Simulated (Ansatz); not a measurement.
# Ba on Al(110): change of the work function

Wanted: Δφ(θ) for Ba/Al(110), starting from the hollow site.

Calculated with Ansatz 0.2.0; plane-wave DFT, PBE, Ansatz PAW.

### 1. Set-up

The cell holds 5 atoms: 5 Al. Cell: a = 4.050 Å, b = 2.864 Å, c = 23.728 Å, α = 90.0°, β = 90.0°, γ = 90.0°. Vacuum lies along c.

### 2. The clean slab

The bare slab comes first, as the zero from which every change is counted. The two lowest layers are held at bulk places and the upper ones relax. The dipole correction removes the false field that a one-sided slab makes across the periodic vacuum, so each face gets a flat vacuum level of its own.

input.yaml

```yaml
crystal:
  lattice:
    - [4.05, 0.0, 0.0]
    - [0.0, 2.8637824638, 0.0]
    - [0.0, 0.0, 23.7275649276]
  atoms:
    - { symbol: Al, position: [0.0, 0.0, 0.3793056737] }
    - { symbol: Al, position: [0.5, 0.5, 0.4396528368] }
    - { symbol: Al, position: [0.0, 0.0, 0.5] }
    - { symbol: Al, position: [0.5, 0.5, 0.5603471632] }
    - { symbol: Al, position: [0.0, 0.0, 0.6206943263] }
kpoints:
  mp_grid: { grid: [8, 10, 1] }
hamiltonian:
  xc: pbe
scf:
  occupations: { method: fermi_dirac, width: 0.1 }
  convergence: { dr2_threshold: 1.0e-08 }
efield:
  axis: 3
  dipole_correction: true
  ramp_position: 0.97
  ramp_width: 0.06
relax:
  f_tol: 0.02
  max_steps: 60
  constraints: [{ sites: [0, 1] }]
output:
  write_potential: true
  write_density: true
  volumetric_format: npy
```

Run with:

```
$ ansatz run input.yaml --threads 4 --pin off --max-ram 6144MiB --backend cpu --events-out ev --progress --plain --runs-dir out
```

Output:

```text
Engine: ansatz 0.2.0, aarch64-unknown-linux-gnu
Pseudopotentials: kind: paw
Pseudopotential: Al, paw, valence charge 3, recommended cutoff 420 eV (normal), Al.paw.azcp
Functional definition: PBE
  parameter kappa = 0.804
  parameter beta = 0.066725
  exchange = pbe_x(kappa = kappa, mu = beta*pi^2/3)
  correlation = pbe_c(beta = beta)
Crystal: 5 atoms, lattice volume = 275.200 Å³
Basis set: ecut = 420 eV, 5383 PW (Γ), exchange–correlation on 60×40×320 points (8 copies of the dense FFT grid, shifted against one another)
Bands: 13, of which v1, the nominal top of the filled ones, is band 8 counted from 1 (7 counted from 0)
Symmetry: 4 space group operations
k-points: 30 of 80
Non-local potential: Al, projectors of the file, l = 0: 2, l = 1: 2, l = 2: 1
PAW form: soft (Blöchl's): semilocal exchange-correlation on the pseudo side does not see the compensation charge
PAW one-centre angular grid: Al, 110 points (default); XC on 64 Gauss nodes
Initial density: superposition of atomic densities (neutral atoms: chi_scale 0, normalization atom), corrected by the library's trained network
Initial wavefunctions: pseudopotential atomic-orbital guess
Functional: x = pbe(κ = 0.804, μ = 0.219515), c = pbe(β = 0.066725)
SCF iter   1: F=—  HF=-2686.120360 eV  |F-HF|=—  |Δ(HF+E_count)|=         —  Δρ=1.03e-3  dr2=5.06e-3  ethr=1.77e-3  p=0.000 e·Å  D=8.51e-15 V/Å  ΔV_dip=-0.00 eV  dr2_dipole=9.03e-11  V_vac-E_F(+/−)=3.92/3.92 eV  ⟨swp⟩=8.9  Hψ=3210  notcnv=0
efield: sawtooth ramp at fractional position 0.9700 (set: `efield.ramp_position`, or a place that a band, a saddle search or an elastic batch's reference lends), width 0.0600; the density the first Hamiltonian is built on has a dipole p = 0.000 e·Å; the dipole correction subtracts the counter field D = 8.51e-15 V/Å, which shifts the + side's vacuum level by -0.00 eV against the − side's; the planar-averaged density in the ramp window peaks in size at 5.3e-6 e/Å³
preconditioner: auto → LDOS  [metal: Δε(μ)=0.036 eV  Ē_g=6.210 eV  σ=0.100 eV  W_gap=0.09  n_scr=22 (ndim 8)  ℏωp=8.7 eV  f_vac=0.557  D(μ)=2.53/eV (n_scr^D=8)  β→1.0]
SCF iter   2: F=—  HF=-2686.120757 eV  |F-HF|=—  |Δ(HF+E_count)|=   3.97e-4  Δρ=2.65e-4  dr2=3.50e-4  ethr=3.37e-5  p=0.000 e·Å  D=1.17e-5 V/Å  ΔV_dip=-0.00 eV  dr2_dipole=5.04e-12  V_vac-E_F(+/−)=3.98/3.98 eV  ⟨swp⟩=2.4  Hψ=909  notcnv=0
SCF iter   3: F=—  HF=-2686.120884 eV  |F-HF|=—  |Δ(HF+E_count)|=   1.27e-4  Δρ=7.90e-5  dr2=3.11e-5  ethr=2.34e-6  p=0.000 e·Å  D=4.49e-6 V/Å  ΔV_dip=-0.00 eV  dr2_dipole=3.16e-11  V_vac-E_F(+/−)=3.99/3.99 eV  ⟨swp⟩=2.5  Hψ=681  notcnv=0
SCF iter   4: F=—  HF=-2686.120982 eV  |F-HF|=—  |Δ(HF+E_count)|=   9.78e-5  Δρ=2.01e-5  dr2=1.89e-6  ethr=2.07e-7  p=0.000 e·Å  D=7.13e-7 V/Å  ΔV_dip=-0.00 eV  dr2_dipole=1.03e-11  V_vac-E_F(+/−)=3.98/3.98 eV  ⟨swp⟩=2.6  Hψ=662  notcnv=0
SCF iter   5: F=—  HF=-2686.120991 eV  |F-HF|=—  |Δ(HF+E_count)|=   9.01e-6  Δρ=5.24e-6  dr2=1.43e-7  ethr=1.26e-8  p=0.000 e·Å  D=1.80e-7 V/Å  ΔV_dip=-0.00 eV  dr2_dipole=5.84e-13  V_vac-E_F(+/−)=3.99/3.99 eV  ⟨swp⟩=2.6  Hψ=642  notcnv=0
SCF iter   6: F=-2686.120991 eV  HF=-2686.120991 eV  |F-HF|=1.02e-8  |Δ(HF+E_count)|=   2.37e-7  Δρ=9.00e-7  dr2=5.62e-9  ethr=6.67e-11  p=-0.000 e·Å  D=-3.81e-8 V/Å  ΔV_dip=0.00 eV  dr2_dipole=1.58e-13  V_vac-E_F(+/−)=3.99/3.99 eV  ⟨swp⟩=7.9  Hψ=2835  notcnv=0
SCF 1 converged in 6 iterations: F = -2686.120991 eV  dr2 = 5.62e-9
  greatest PAW one-centre occupation: 0.484 electrons in one spin orbital (limit 2), on the Al atom at site 0 (counted from 0), in its partial waves of l = 0
relax step   1: F+E_penalty+E_count = -2686.12099146 eV  Δ(F+E_penalty+E_count) = +0.000e0 eV  max|allowed force component| = 2.224e-1 eV/Å  Δτ_max = 0.0000 Å  (6 SCF iters, accepted)
Initial density: handed on by an earlier stage of this run
Initial wavefunctions: those handed on with the density
iter 1 solved again at ethr=5.03e-5 eV; its pass at ethr=3.10e-3 eV (dr2=7.55e-3 eV) is discarded
SCF iter   1: F=—  HF=-2686.134087 eV  |F-HF|=—  |Δ(HF+E_count)|=         —  Δρ=1.00e-3  dr2=9.92e-3  ethr=5.03e-5  p=-0.000 e·Å  D=-4.05e-8 V/Å  ΔV_dip=0.00 eV  dr2_dipole=5.54e-5  V_vac-E_F(+/−)=4.01/4.01 eV  ⟨swp⟩=2.4  Hψ=2332  notcnv=0
efield: sawtooth ramp at fractional position 0.9700 (set: `efield.ramp_position`, or a place that a band, a saddle search or an elastic batch's reference lends), width 0.0600; the density the first Hamiltonian is built on has a dipole p = -0.000 e·Å; the dipole correction subtracts the counter field D = -4.05e-8 V/Å, which shifts the + side's vacuum level by +0.00 eV against the − side's; the planar-averaged density in the ramp window peaks in size at 6.0e-8 e/Å³
eigensolver tolerance schedule calibrated: the retry pair's looser diagonalisation under-reported the residual by θ = 0.24 (0.13/decade); ethr = c·dr2/N_el runs at the constant in force after the calibration composes with the one it found (an armed cap, an earlier calibration), c = 5.6e-2
preconditioner: auto → LDOS  [metal: Δε(μ)=0.046 eV  Ē_g=6.256 eV  σ=0.100 eV  W_gap=0.11  n_scr=22 (ndim 8)  ℏωp=8.7 eV  f_vac=0.561  D(μ)=2.44/eV (n_scr^D=8)  β→1.0]
SCF iter   2: F=—  HF=-2686.132289 eV  |F-HF|=—  |Δ(HF+E_count)|=   1.80e-3  Δρ=4.77e-4  dr2=1.52e-3  ethr=3.70e-5  p=0.001 e·Å  D=8.03e-4 V/Å  ΔV_dip=-0.02 eV  dr2_dipole=6.26e-6  V_vac-E_F(+/−)=3.97/3.99 eV  ⟨swp⟩=2.3  Hψ=659  notcnv=0
SCF iter   3: F=—  HF=-2686.132243 eV  |F-HF|=—  |Δ(HF+E_count)|=   4.59e-5  Δρ=9.00e-5  dr2=6.88e-5  ethr=5.68e-6  p=-0.000 e·Å  D=-2.07e-4 V/Å  ΔV_dip=0.00 eV  dr2_dipole=1.23e-6  V_vac-E_F(+/−)=4.00/3.99 eV  ⟨swp⟩=2.1  Hψ=647  notcnv=0
SCF iter   4: F=—  HF=-2686.132351 eV  |F-HF|=—  |Δ(HF+E_count)|=   1.07e-4  Δρ=1.97e-5  dr2=2.41e-6  ethr=2.57e-7  p=-0.000 e·Å  D=-1.62e-4 V/Å  ΔV_dip=0.00 eV  dr2_dipole=2.43e-7  V_vac-E_F(+/−)=4.00/3.99 eV  ⟨swp⟩=2.3  Hψ=665  notcnv=0
SCF iter   5: F=—  HF=-2686.132359 eV  |F-HF|=—  |Δ(HF+E_count)|=   8.45e-6  Δρ=4.74e-6  dr2=1.37e-7  ethr=8.97e-9  p=-0.000 e·Å  D=-2.08e-4 V/Å  ΔV_dip=0.00 eV  dr2_dipole=7.18e-9  V_vac-E_F(+/−)=4.00/3.99 eV  ⟨swp⟩=2.7  Hψ=690  notcnv=0
SCF iter   6: F=—  HF=-2686.132359 eV  |F-HF|=—  |Δ(HF+E_count)|=   8.36e-8  Δρ=1.46e-6  dr2=1.42e-8  ethr=3.73e-11  p=-0.000 e·Å  D=-2.13e-4 V/Å  ΔV_dip=0.01 eV  dr2_dipole=2.68e-10  V_vac-E_F(+/−)=4.00/3.99 eV  ⟨swp⟩=10.1  Hψ=2720  notcnv=0
SCF iter   7: F=-2686.132359 eV  HF=-2686.132359 eV  |F-HF|=2.95e-9  |Δ(HF+E_count)|=   3.92e-8  Δρ=2.75e-7  dr2=2.84e-10  ethr=3.73e-11  p=-0.000 e·Å  D=-2.15e-4 V/Å  ΔV_dip=0.01 eV  dr2_dipole=1.20e-11  V_vac-E_F(+/−)=4.00/3.99 eV  ⟨swp⟩=9.1  Hψ=2400  notcnv=0
SCF 2 converged in 7 iterations: F = -2686.132359 eV  dr2 = 2.84e-10
relax step   2: F+E_penalty+E_count = -2686.13235942 eV  Δ(F+E_penalty+E_count) = -1.137e-2 eV  max|allowed force component| = 5.198e-2 eV/Å  Δτ_max = 0.0966 Å  (7 SCF iters, accepted)
SCF iter   1: F=—  HF=-2686.132749 eV  |F-HF|=—  |Δ(HF+E_count)|=         —  Δρ=2.18e-4  dr2=6.63e-4  ethr=1.63e-5  p=-0.000 e·Å  D=-2.15e-4 V/Å  ΔV_dip=0.01 eV  dr2_dipole=6.07e-6  V_vac-E_F(+/−)=4.00/3.99 eV  ⟨swp⟩=2.0  Hψ=1260  notcnv=0
efield: sawtooth ramp at fractional position 0.9700 (set: `efield.ramp_position`, or a place that a band, a saddle search or an elastic batch's reference lends), width 0.0600; the density the first Hamiltonian is built on has a dipole p = -0.000 e·Å; the dipole correction subtracts the counter field D = -2.15e-4 V/Å, which shifts the + side's vacuum level by +0.01 eV against the − side's; the planar-averaged density in the ramp window peaks in size at 4.4e-8 e/Å³
preconditioner: auto → LDOS  [metal: Δε(μ)=0.042 eV  Ē_g=6.244 eV  σ=0.100 eV  W_gap=0.11  n_scr=22 (ndim 8)  ℏωp=8.7 eV  f_vac=0.559  D(μ)=2.43/eV (n_scr^D=8)  β→1.0]
SCF iter   2: F=—  HF=-2686.132604 eV  |F-HF|=—  |Δ(HF+E_count)|=   1.44e-4  Δρ=1.00e-4  dr2=6.41e-5  ethr=4.42e-6  p=-0.000 e·Å  D=-2.57e-4 V/Å  ΔV_dip=0.01 eV  dr2_dipole=5.03e-7  V_vac-E_F(+/−)=4.00/3.99 eV  ⟨swp⟩=2.6  Hψ=824  notcnv=0
SCF iter   3: F=—  HF=-2686.132730 eV  |F-HF|=—  |Δ(HF+E_count)|=   1.26e-4  Δρ=2.11e-5  dr2=5.35e-6  ethr=4.27e-7  p=-0.000 e·Å  D=-1.19e-4 V/Å  ΔV_dip=0.00 eV  dr2_dipole=4.51e-7  V_vac-E_F(+/−)=4.00/3.99 eV  ⟨swp⟩=2.4  Hψ=618  notcnv=0
SCF iter   4: F=—  HF=-2686.132737 eV  |F-HF|=—  |Δ(HF+E_count)|=   7.70e-6  Δρ=4.92e-6  dr2=2.79e-7  ethr=3.57e-8  p=-0.000 e·Å  D=-1.40e-4 V/Å  ΔV_dip=0.00 eV  dr2_dipole=3.35e-9  V_vac-E_F(+/−)=4.00/3.99 eV  ⟨swp⟩=2.3  Hψ=637  notcnv=0
SCF iter   5: F=-2686.132738 eV  HF=-2686.132738 eV  |F-HF|=1.76e-8  |Δ(HF+E_count)|=   7.77e-8  Δρ=1.23e-6  dr2=6.59e-9  ethr=6.67e-11  p=-0.000 e·Å  D=-1.19e-4 V/Å  ΔV_dip=0.00 eV  dr2_dipole=7.77e-12  V_vac-E_F(+/−)=3.99/3.99 eV  ⟨swp⟩=8.2  Hψ=2885  notcnv=0
SCF 3 converged in 5 iterations: F = -2686.132738 eV  dr2 = 6.59e-9
relax step   3: F+E_penalty+E_count = -2686.13273756 eV  Δ(F+E_penalty+E_count) = -3.781e-4 eV  max|allowed force component| = 1.131e-2 eV/Å  Δτ_max = 0.0135 Å  (5 SCF iters, accepted)
NSCF: frozen V_eff on 30 k-points
the band table was solved once a step of the walk had ended and its energy, with any forces and stress, was formed, with the checks that follow a solve (3651 applications of the Hamiltonian). They found nothing against the state; the energy, forces and stress were not computed again (output.eigenvalues in the input reference)
WARN: The output density's exchange-correlation potential varies sharply where the density is thin. Do not read a vacuum level from v_tot or v_xc, or from such a field of the output density. On a cell that repeats whose density bears no net charge and no dipole along the vacuum's axis use v_es (v_loc + v_h of the components); under efield.dipole_correction with no amplitude use v_es + v_field, which holds any externa [...]
SCF converged after 5 iterations
Free energy (F): -2686.132738 eV
Harris-Foulkes:  -2686.132738 eV  (|F-HF|=1.76e-8)
Internal energy: -2686.055265 eV  (E = F + TS)
E sigma→0 (E₀):  -2686.094001 eV
Entropy (-TS):   -0.077473 eV (-15.495 meV/atom)
Fermi energy:    -0.324241 eV
Dipole field:    D = -0.000116 V/Å  (p = -0.000176 e·Å, saw-weighted, corrected)
Work function:   Φ+ = 3.9949 eV   Φ− = 3.9922 eV
Levels:          The Fermi level and band energies are counted from a zero that moves with the ramp; work functions are not
--- Per-component energies (eV) ---
  E_band       = -67.037372
  E_kinetic    = 106.992727
  E_local      = -3316.049881  (includes V_loc(G=0)·N_el)
  E_nonlocal   = 52.541009
  E_hartree    = 1623.450363
  E_xc         = -194.584552
  E_vxc        = -139.262450  (∫ρ·V_xc dr)
  E_paw        = -2336.476095  (= ΣΔE_a)
  E_vpaw       = -18.159634  (= ΣTr[D̂ρ^β])
  E_aug_tail   = -0.000011  (compensation charges beyond the density's cutoff)
  E_efield     = 0.000000  (sawtooth field / dipole correction)
  E_vefield    = -0.000037  (∫n·V_field dr)
  E_ewald      = 1378.071173
  E_smearing   = -0.077473  (= −TS)
  E_closure    = 0.000000  (closes the sum)
  Σ components = -2686.132738   (vs F -2686.132738, Δ=0.00e0)
--- Forces (eV/Å), atoms counted from 1 ---
  atom   1  Al     0.00000000     0.00000000     0.17191759
  atom   2  Al     0.00000000     0.00000000    -0.17258225
  atom   3  Al     0.00000000     0.00000000     0.01131098
  atom   4  Al     0.00000000     0.00000000    -0.00776654
  atom   5  Al     0.00000000     0.00000000    -0.00286359
  max |Σ_I F_I| component: 1.62e-5 eV/Å
--- Band table (eV; the first three rows and the last of 30) ---
  k-point 0: bands = [... 4 lower, -2.8147, -1.4319, -1.2153, -1.0817, 0.3482, 1.3723, 1.7080, 3.0230, ... 1 higher]
  k-point 1: bands = [... 4 lower, -2.6498, -1.2646, -1.0505, -0.9199, 0.5134, 1.5375, 1.8516, 2.8769, ... 1 higher]
  k-point 2: bands = [... 4 lower, -2.1548, -0.8722, -0.5560, -0.4821, 0.4493, 0.9403, 1.7353, 2.0325, ... 1 higher]
  k-point 29: bands = [... 4 lower, -3.0322, -3.0114, -2.8411, -1.7330, -1.0960, -0.0187, 0.3412, 0.5050, ... 1 higher]
--- Relaxed structure (3 steps of the walk, 3 accepted, 0 SCFs on fresh bases) ---
  F+E_penalty+E_count = -2686.13273756 eV   max|allowed force component| = 1.131e-2 eV/Å
  atoms:
    - { symbol: Al, position: [0.0, 0.0, 0.3793056737] }
    - { symbol: Al, position: [0.5, 0.5, 0.4396528368] }
    - { symbol: Al, position: [0.0, 0.0, 0.498766] }
    - { symbol: Al, position: [0.5, 0.5, 0.560974] }
    - { symbol: Al, position: [0.0, 0.0, 0.616776] }
```

Wall time 6.1 s (4 threads of Arm Neoverse V2, shared host); peak memory 0.49 GiB.

Step by step:

| step | energy less that of the first step (eV) | largest force component (eV/Å) |
| --- | --- | --- |
| 1 | 0.0000 | 0.2224 |
| 2 | -0.0114 | 0.0520 |
| 3 | -0.0117 | 0.0113 |

Forces are held to the 4 operations that the program found; a distortion that breaks them can't arise in this run.

The atoms that moved most (Å):

| atom | dx | dy | dz | length |
| --- | --- | --- | --- | --- |
| Al5 | 0.000 | 0.000 | -0.093 | 0.093 |
| Al3 | 0.000 | 0.000 | -0.029 | 0.029 |
| Al4 | 0.000 | 0.000 | 0.015 | 0.015 |

The relaxed structure:

```cif
data_structure
_symmetry_space_group_name_H-M 'P 1'
_symmetry_Int_Tables_number 1
_cell_length_a 4.0500
_cell_length_b 2.8638
_cell_length_c 23.7276
_cell_angle_alpha 90.000
_cell_angle_beta 90.000
_cell_angle_gamma 90.000
_cell_volume 275.20
loop_
_atom_site_label
_atom_site_type_symbol
_atom_site_fract_x
_atom_site_fract_y
_atom_site_fract_z
_atom_site_occupancy
Al1 Al 0.00000 0.00000 0.37931 1
Al2 Al 0.50000 0.50000 0.43965 1
Al3 Al 0.00000 0.00000 0.49877 1
Al4 Al 0.50000 0.50000 0.56097 1
Al5 Al 0.00000 0.00000 0.61678 1
```

Read from the output:

```
energy at zero smearing   : -2686.0940 eV
work function, upper face : 3.995 eV
dipole along the normal   : -1.76e-4 e·Å
```

Running mean over 1.432 Å of the planar mean; the ramp of the sawtooth is left out. Table of electron's electrostatic potential energy less the Fermi level by z:

```
z (Å)  electron's electrostatic potential energy less the Fermi level (eV)
    3                                                                 3.99
    4                                                                 3.99
    5                                                                 3.99
    6                                                                 3.95
    7                                                                 3.59
    8                                                                0.664
    9                                                                -3.65
   10                                                                -4.67
   11                                                                -4.82
   12                                                                -4.64
   13                                                                -4.67
   14                                                                -4.99
   15                                                                -2.40
   16                                                                 2.24
   17                                                                 3.82
   18                                                                 3.98
   19                                                                 3.99
   20                                                                 3.99
```

The relaxation took 3 steps and lowered the energy by 0.012 eV; the largest force on the free atoms ends at 0.011 eV/Å.

The work function of the upper face is 3.99 eV.

(Continued in part 2 of 6.)

[Long decimals in the printed logs are rounded to 6 places.]

[Logs are printed without paths, hosts, clocks, repeated set-up lines and the standing remarks that a program may print on its own settings, such as how far it seeks lower states.]

[Hosts, paths, dates, database ids (printed as entryN), source tags and the programs' standing remarks are cut or masked in the printed files.]

[Maps of the electrostatic potential energy from Ansatz leave out the sawtooth potential of an applied field or a dipole correction, so their vacuum need not be flat; planar profiles and work functions include it.]
